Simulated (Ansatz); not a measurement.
**Vibrations of species on C(111)**

Aim: bond lengths and vibrational modes of species bound on C(111).

Program: Ansatz 0.2.0. Level of theory: DFT PBE, scalar-relativistic, plane waves, PAW; PAW set soft_1. Results are calculated unless marked as measured.

Most raw output is cut from this account.

### Step 1. The bulk crystal behind the slab

The structure is cubic, space group Fd-3m (No. 227). The conventional cell has a = 3.570 Å, b = 3.570 Å, c = 3.570 Å, α = 90.00°, β = 90.00°, γ = 90.00°. C has 4 C at 1.55 Å nearest.

### Step 2. Relaxation of the host

The host crystal is relaxed at the same level, and its volume sets the scale of the cells that follow.

File input.yaml:

```yaml
crystal:
  lattice:
    - [0.0, 1.785, 1.785]
    - [1.785, 0.0, 1.785]
    - [1.785, 1.785, 0.0]
  atoms:
    - { symbol: C, position: [0.0, 0.0, 0.0] }
    - { symbol: C, position: [0.25, 0.25, 0.25] }
kpoints:
  mp_grid: { grid: [14, 14, 14] }
hamiltonian:
  xc: pbe
  pseudopotentials: { kind: paw, azcp: { folder: soft_1 } }
scf:
  occupations: { method: gaussian, width: 0.02 }
output:
  forces: true
  stress: true
  eigenvalues: true
relax:
  adjacent_minimum: "off"
  f_tol: 0.002
  max_steps: 60
  cell: { stress_tol: 0.02 }
```

The run is started by

```bash
$ ansatz run input.yaml --threads 8 --pin off --max-ram 20480MiB --backend cpu --events-out ev --progress --plain --runs-dir out
```

The job ended after 1.3 s (8 threads of Arm Neoverse N1, shared host; peak memory 0.26 GiB; 6.5 s of CPU time).

Little changed from the start: no atom moved by 0.005 Å and no cell edge by 0.1 %.

This step gave:

| Quantity | Value |
| --- | --- |
| pressure | 0.009776 GPa |
| gap on the k-mesh | 4.128 eV |
| volume per atom | 5.695 Å³ |

The forces vanish by symmetry.

### Step 3. Relaxation in the fixed cell: CH3

The slab carries CH3. Its plane takes the lattice constant of the bulk relaxed at this level. The lowest layers and the H atoms that close the back face are held, and the other atoms relax. The program lengthens the typed cell of 26.8 Å along the normal to 47.3 Å, as its cut-off of the electrostatics needs, and moves no atom.

System of this step: CH3 on C(111). The cell holds 15 atoms: 11 C and 4 H. Its edges and angles: a = 2.526 Å, b = 2.526 Å, c = 47.290 Å, α = 90.0°, β = 90.0°, γ = 120.0°. It derives from C. Vacuum lies along c.

File input.yaml:

```yaml
crystal:
  lattice:
    - [2.5255025783, 0.0, 0.0]
    - [-1.2627562914, 2.1871508423, 0.0]
    - [0.0, 0.0, 26.7518470426]
  atoms:
    - { symbol: C, position: [0.0, 0.0, 0.321617] }
    - { symbol: C, position: [0.333333, 0.666667, 0.340888] }
    - { symbol: C, position: [0.333333, 0.666667, 0.398699] }
    - { symbol: C, position: [0.666667, 0.333333, 0.417969] }
    - { symbol: C, position: [0.666667, 0.333333, 0.47578] }
    - { symbol: C, position: [0.0, 0.0, 0.49505] }
    - { symbol: C, position: [0.0, 0.0, 0.552861] }
    - { symbol: C, position: [0.333333, 0.666667, 0.572131] }
    - { symbol: C, position: [0.333333, 0.666667, 0.629942] }
    - { symbol: C, position: [0.666667, 0.333333, 0.649213] }
    - { symbol: H, position: [0.0, 0.0, 0.28048] }
    - { symbol: C, position: [0.666667, 0.333333, 0.705309] }
    - { symbol: H, position: [0.137679, 0.559212, 0.71952] }
    - { symbol: H, position: [0.440786, 0.578466, 0.71952] }
    - { symbol: H, position: [0.421536, 0.862321, 0.71952] }
  periodic: [true, true, false]
kpoints:
  mp_grid: { grid: [10, 10, 1] }
hamiltonian:
  xc: pbe
  pseudopotentials: { kind: paw, azcp: { folder: soft_1 } }
scf:
  occupations: { method: gaussian, width: 0.03 }
output:
  forces: true
  eigenvalues: true
relax:
  adjacent_minimum: "off"
  f_tol: 0.003
  max_steps: 120
  constraints: [{ sites: [0, 1, 10] }]
```

Run time: 57 s. Hardware: 8 threads; peak memory 0.78 GiB.

Step by step:

```csv
step,energy less that of the first step (eV),largest force component (eV/Å)
1,0.0000,13.7105
2,-2.5962,5.8982
3,-3.8424,1.8214
4,-4.5813,1.4975
5,-4.8196,2.1289
6,-4.0591,4.0163
7,-4.9421,0.0400
8,-4.9422,0.0335
9,-4.9422,0.0009
10,-4.9422,0.0009
```

Relaxation step 6 was tried and not accepted.

The run keeps the 3 symmetry operations that it works with, so distortions that break them were not tested.

The atoms that moved most (Å):

```csv
atom,dx,dy,dz,length
H15,-0.447,0.217,0.082,0.504
H14,0.412,0.278,0.082,0.504
H13,0.035,-0.496,0.082,0.504
C12,0.000,0.000,0.025,0.025
```

Final coordinates:

```cif
data_structure
_symmetry_space_group_name_H-M 'P 1'
_symmetry_Int_Tables_number 1
_cell_length_a 2.5255
_cell_length_b 2.5255
_cell_length_c 47.2903
_cell_angle_alpha 90.000
_cell_angle_beta 90.000
_cell_angle_gamma 120.000
_cell_volume 261.22
loop_
_atom_site_label
_atom_site_type_symbol
_atom_site_fract_x
_atom_site_fract_y
_atom_site_fract_z
_atom_site_occupancy
C1 C 0.00000 0.00000 0.18194 1
C2 C 0.33333 0.66667 0.19284 1
C3 C 0.33333 0.66667 0.22552 1
C4 C 0.66667 0.33333 0.23642 1
C5 C 0.66667 0.33333 0.26912 1
C6 C 0.00000 0.00000 0.28002 1
C7 C 0.00000 0.00000 0.31272 1
C8 C 0.33333 0.66667 0.32362 1
C9 C 0.33333 0.66667 0.35631 1
C10 C 0.66667 0.33333 0.36723 1
H11 H 0.00000 0.00000 0.15867 1
C12 C 0.66667 0.33333 0.39951 1
H13 H 0.03824 0.33247 0.40876 1
H14 H 0.66753 0.70577 0.40876 1
H15 H 0.29423 0.96176 0.40876 1
```

This step gave:

```yaml
gap_on_the_k_mesh: 1.164 eV
```

The largest force component left on a free atom is 0.88 meV/Å.

### Step 4. Force constants among chosen sites: CH3

Only 10 sites are displaced (7 C and 3 H), with their periodic images, and all others stay at rest.

File input.yaml:

```yaml
crystal:
  lattice:
    - [2.5255034167, 2.8881e-06, 0.0]
    - [-1.2627542095, 2.1871486722, 0.0]
    - [0.0, 0.0, 47.2902618512]
  atoms:
    - { symbol: C, position: [0.0, 0.0, 0.1819370089] }
    - { symbol: C, position: [0.3333333333, 0.6666666667, 0.19283851] }
    - { symbol: C, position: [0.3333333333, 0.6666666667, 0.2255247691] }
    - { symbol: C, position: [0.6666666667, 0.3333333333, 0.2364156641] }
    - { symbol: C, position: [0.6666666667, 0.3333333333, 0.2691212468] }
    - { symbol: C, position: [0.0, 0.0, 0.2800191423] }
    - { symbol: C, position: [0.0, 0.0, 0.3127216452] }
    - { symbol: C, position: [0.3333333333, 0.6666666667, 0.3236226916] }
    - { symbol: C, position: [0.3333333333, 0.6666666667, 0.3563065812] }
    - { symbol: C, position: [0.6666666667, 0.3333333333, 0.367225334] }
    - { symbol: H, position: [0.0, 0.0, 0.158666029] }
    - { symbol: C, position: [0.6666666667, 0.3333333333, 0.3995141886] }
    - { symbol: H, position: [0.0382410887, 0.3324662473, 0.4087582327] }
    - { symbol: H, position: [0.6675337527, 0.7057748414, 0.4087582327] }
    - { symbol: H, position: [0.2942251586, 0.9617589113, 0.4087582327] }
  periodic: [true, true, false]
kpoints:
  mp_grid: { grid: [10, 10, 1] }
hamiltonian:
  xc: pbe
  pseudopotentials: { kind: paw, azcp: { folder: soft_1 } }
scf:
  occupations: { method: gaussian, width: 0.03 }
output:
  eigenvalues: true
phonons:
  method: fd
  supercell: [1, 1, 1]
  displaced_sites: [4, 5, 6, 7, 8, 9, 11, 12, 13, 14]
  rigid_motions: translations
```

Elapsed: 2.8 min, on 8 threads; peak memory 1 GiB.

The other atoms of the cell are at rest; shares are of the kinetic energy, a minus sign marks an imaginary mode, and where like sites share a mode the one named is one choice of several. Modes of the displaced sites:

```csv
mode,frequency (cm⁻¹),share of C (%),share of H (%),site with the largest share,its share (%)
1,-437.2,24,76,H13,40
2,-437.2,24,76,H14,36
3,116.7,95,5,C10,22
4,116.7,95,5,C10,22
5,182.7,94,6,C12,24
6,337.1,98,2,C6,26
7,337.1,98,2,C6,26
8,490.4,99,1,C8,27
9,490.4,99,1,C8,27
10,532.0,95,5,C6,23
11,675.7,71,29,C12,38
12,675.7,71,29,C12,38
13,823.8,96,4,C5,26
14,1012.3,96,4,C9,24
15,1204.3,100,0,C8,26
16,1204.3,100,0,C8,26
17,1236.8,99,1,C6,25
18,1236.8,99,1,C6,25
19,1268.1,100,0,C5,31
20,1272.0,99,1,C8,24
21,1272.0,99,1,C8,24
22,1292.5,100,0,C7,37
23,1298.0,100,0,C9,42
24,1440.1,15,85,H15,28
25,1654.7,7,93,H13,50
26,1654.7,7,93,H15,50
27,1731.6,0,100,H14,33
28,3364.3,4,96,H14,32
29,3613.8,8,92,H14,54
30,3613.8,8,92,H13,58
```

The same force constants with another mass on the added atoms, against the natural mean mass; listed are the real modes with at least half of their motion on these atoms, followed through small steps of mass, less those that pass through avoided crossings, where the squared overlap of new and old mass-weighted patterns is under 0.8. Modes after a change of mass:

```csv
substitution,mode,frequency (cm⁻¹),after (cm⁻¹),ratio
D for H,28,3364.3,2432.6,1.383
D for H,29,3613.8,2659.6,1.359
D for H,30,3613.8,2659.6,1.359
```

The highest mode of the block lies at 3613.8 cm⁻¹; the acoustic sum rule moved it by 0.0 cm⁻¹. The block has 2 imaginary modes, the largest 437i cm⁻¹, so this structure is not a minimum.

### Step 5. Relaxation in the fixed cell: NH2

The slab carries NH2. Its plane takes the lattice constant of the bulk relaxed at this level. The lowest layers and the H atoms that close the back face are held, and the other atoms relax. The program lengthens the typed cell of 26.7 Å along the normal to 47.3 Å, as its cut-off of the electrostatics needs, and moves no atom.

System of this step: NH2 on C(111). The cell holds 14 atoms: 10 C, 3 H and 1 N. Its edges and angles: a = 2.526 Å, b = 2.526 Å, c = 47.270 Å, α = 90.0°, β = 90.0°, γ = 120.0°. It derives from C. Vacuum lies along c.

File input.yaml:

```yaml
crystal:
  lattice:
    - [2.5255025783, 0.0, 0.0]
    - [-1.2627562914, 2.1871508423, 0.0]
    - [0.0, 0.0, 26.7418425561]
  atoms:
    - { symbol: C, position: [0.0, 0.0, 0.321738] }
    - { symbol: C, position: [0.333333, 0.666667, 0.341015] }
    - { symbol: C, position: [0.333333, 0.666667, 0.398848] }
    - { symbol: C, position: [0.666667, 0.333333, 0.418125] }
    - { symbol: C, position: [0.666667, 0.333333, 0.475958] }
    - { symbol: C, position: [0.0, 0.0, 0.495235] }
    - { symbol: C, position: [0.0, 0.0, 0.553068] }
    - { symbol: C, position: [0.333333, 0.666667, 0.572345] }
    - { symbol: C, position: [0.333333, 0.666667, 0.630178] }
    - { symbol: C, position: [0.666667, 0.333333, 0.649456] }
    - { symbol: H, position: [0.0, 0.0, 0.280585] }
    - { symbol: "N", position: [0.666667, 0.333333, 0.703702] }
    - { symbol: H, position: [0.030523, 0.698369, 0.719415] }
    - { symbol: H, position: [0.665487, 0.968298, 0.719415] }
  periodic: [true, true, false]
kpoints:
  mp_grid: { grid: [10, 10, 1] }
hamiltonian:
  xc: pbe
  pseudopotentials: { kind: paw, azcp: { folder: soft_1 } }
scf:
  occupations: { method: gaussian, width: 0.03 }
output:
  forces: true
  eigenvalues: true
relax:
  adjacent_minimum: "off"
  f_tol: 0.003
  max_steps: 120
  constraints: [{ sites: [0, 1, 10] }]
```

The job ended after 1.8 min (8 threads; peak memory 0.97 GiB; 14 min of CPU time).

The steps of the relaxation:

```csv
step,energy less that of the first step (eV),largest force component (eV/Å)
1,0.0000,1.3955
2,-0.0559,0.7913
3,-0.0824,0.1761
4,-0.0833,0.1935
5,-0.0842,0.0036
6,-0.0842,0.0036
7,-0.0842,0.0005
```

The atoms that moved most (Å):

```csv
atom,dx,dy,dz,length
H14,0.082,-0.012,-0.085,0.119
H13,0.063,-0.057,-0.053,0.100
N12,-0.026,-0.037,0.026,0.052
C10,-0.002,-0.009,0.002,0.009
C9,-0.002,-0.005,-0.002,0.006
```

Numbers from this step:

```
gap on the k-mesh : 1.284 eV
```

The largest force component left on a free atom is 0.54 meV/Å.

### Step 6. Modes of the chosen sites: NH2

Only 9 sites are displaced (6 C, 1 N and 2 H), with their periodic images, and all others stay at rest.

File input.yaml:

```yaml
crystal:
  lattice:
    - [2.5255025783, 0.0, 0.0]
    - [-1.2627562914, 2.1871508423, 0.0]
    - [0.0, 0.0, 47.2702455378]
  atoms:
    - { symbol: C, position: [0.0, 0.0, 0.182014433] }
    - { symbol: C, position: [0.333333, 0.666667, 0.1929198661] }
    - { symbol: C, position: [0.3333412735, 0.6666811603, 0.2256198998] }
    - { symbol: C, position: [0.6666749944, 0.333349818, 0.2365159218] }
    - { symbol: C, position: [0.6666738412, 0.3333519603, 0.269233882] }
    - { symbol: C, position: [-1.3667e-06, 1.50786e-05, 0.280138769] }
    - { symbol: C, position: [-4.5206e-05, -3.87683e-05, 0.3128497374] }
    - { symbol: C, position: [0.3332014408, 0.6665913625, 0.3237696191] }
    - { symbol: C, position: [0.3314235866, 0.6642844944, 0.3564549309] }
    - { symbol: C, position: [0.6639892405, 0.3294447736, 0.3674634728] }
    - { symbol: H, position: [0.0, 0.0, 0.158733254] }
    - { symbol: "N", position: [0.6477740349, 0.3163689695, 0.3986458095] }
    - { symbol: H, position: [0.0423230688, 0.6724448043, 0.4058747039] }
    - { symbol: H, position: [0.6954736169, 0.9629936346, 0.4051872033] }
  periodic: [true, true, false]
kpoints:
  mp_grid: { grid: [10, 10, 1] }
hamiltonian:
  xc: pbe
  pseudopotentials: { kind: paw, azcp: { folder: soft_1 } }
scf:
  occupations: { method: gaussian, width: 0.03 }
output:
  eigenvalues: true
phonons:
  method: fd
  supercell: [1, 1, 1]
  displaced_sites: [4, 5, 6, 7, 8, 9, 11, 12, 13]
  rigid_motions: translations
```

Run time: 8 min. Hardware: 8 threads; peak memory 1.1 GiB.

The other atoms of the cell are at rest; shares are of the kinetic energy, a minus sign marks an imaginary mode, and where like sites share a mode the one named is one choice of several. Modes of the displaced sites:

```csv
mode,frequency (cm⁻¹),share of C (%),share of N (%),share of H (%),site with the largest share,its share (%)
1,112.1,63,32,5,N12,32
2,112.7,66,30,4,N12,30
3,181.4,69,27,4,N12,27
4,264.0,43,38,19,N12,38
5,292.5,56,37,7,N12,37
6,376.9,90,3,8,C10,23
7,406.0,80,16,5,C9,23
8,498.7,99,0,1,C8,27
9,501.9,98,1,1,C8,26
10,534.4,75,22,2,C6,23
11,797.1,6,18,77,H14,46
12,833.3,79,19,2,C5,26
13,1008.1,58,22,20,N12,22
14,1081.0,33,8,60,H14,52
15,1150.4,36,3,61,H13,58
16,1195.9,98,1,2,C7,23
17,1211.0,96,0,4,C8,27
18,1228.0,99,0,1,C5,29
19,1255.7,95,0,5,C6,28
20,1267.8,99,0,0,C8,23
21,1271.2,98,1,1,C5,28
22,1293.4,100,0,0,C7,38
23,1298.6,92,2,6,C10,42
24,1316.3,72,2,25,C10,37
25,1602.5,2,5,93,H14,47
26,3279.2,0,5,95,H13,63
27,3482.2,0,6,94,H14,62
```

The same force constants with another mass on the added atoms, against the natural mean mass; listed are the real modes with at least half of their motion on these atoms, followed through small steps of mass, less those that pass through avoided crossings, where the squared overlap of new and old mass-weighted patterns is under 0.8. Modes after a change of mass:

```csv
substitution,mode,frequency (cm⁻¹),after (cm⁻¹),ratio
D for H,11,797.1,620.6,1.284
D for H,26,3279.2,2383.9,1.375
D for H,27,3482.2,2543.4,1.369
```

The highest mode of the block lies at 3482.2 cm⁻¹; the acoustic sum rule moved it by 0.0 cm⁻¹.

### Step 7. The series together

The members are set side by side.

The anchoring bond is the shortest distance from the first added atom to the slab, and like atoms elsewhere in the cell can differ; degenerate modes stand as often as they occur. The species side by side:

```csv
species,coverage (monolayer),anchoring bond,its length (Å),highest level (cm⁻¹),second (cm⁻¹),third (cm⁻¹)
CH3,1,C-C,1.527,3614,3614,3364
NH2,1,N-C,1.474,3482,3279,1602
```

### Step 8. Summary of results

```yaml
highest_mode_of_the_block_of_10_sites_ch3: 3613.8 cm⁻¹
highest_mode_of_the_block_of_9_sites_nh2: 3482.2 cm⁻¹
```

The block has imaginary modes with CH3: the structure there is a saddle held by symmetry, a lower one exists, and its modes can differ widely from these. With CH3 the highest mode of the block lies at 3614 cm⁻¹, 92 % on H. With NH2 the highest mode of the block lies at 3482 cm⁻¹, 94 % on H. With all atoms beyond the displaced ones at rest, modes that spread into the slab are only rough; stretches of light atoms, well above the modes of the substrate atoms, are the least affected. Periodic images of the cell move in phase at the zone centre, so coupling to the images is part of these frequencies. The groups crowd each other at this coverage (H to H 1.38 Å with CH3 and 1.40 Å with NH2), which strains them and shifts their modes far from those of isolated groups. Modes of hydrogen are strongly anharmonic, so measured lines can lie well away from these harmonic values. These are harmonic frequencies at zero temperature: anharmonic shifts, linewidths and thermal expansion are left out.

[Logs are printed without paths, hosts, clocks, repeated set-up lines and the standing remarks that a program may print on its own settings, such as how far it seeks lower states.]

[Hosts, paths, dates, database ids (printed as entryN), source tags and the programs' standing remarks are cut or masked in the printed files.]
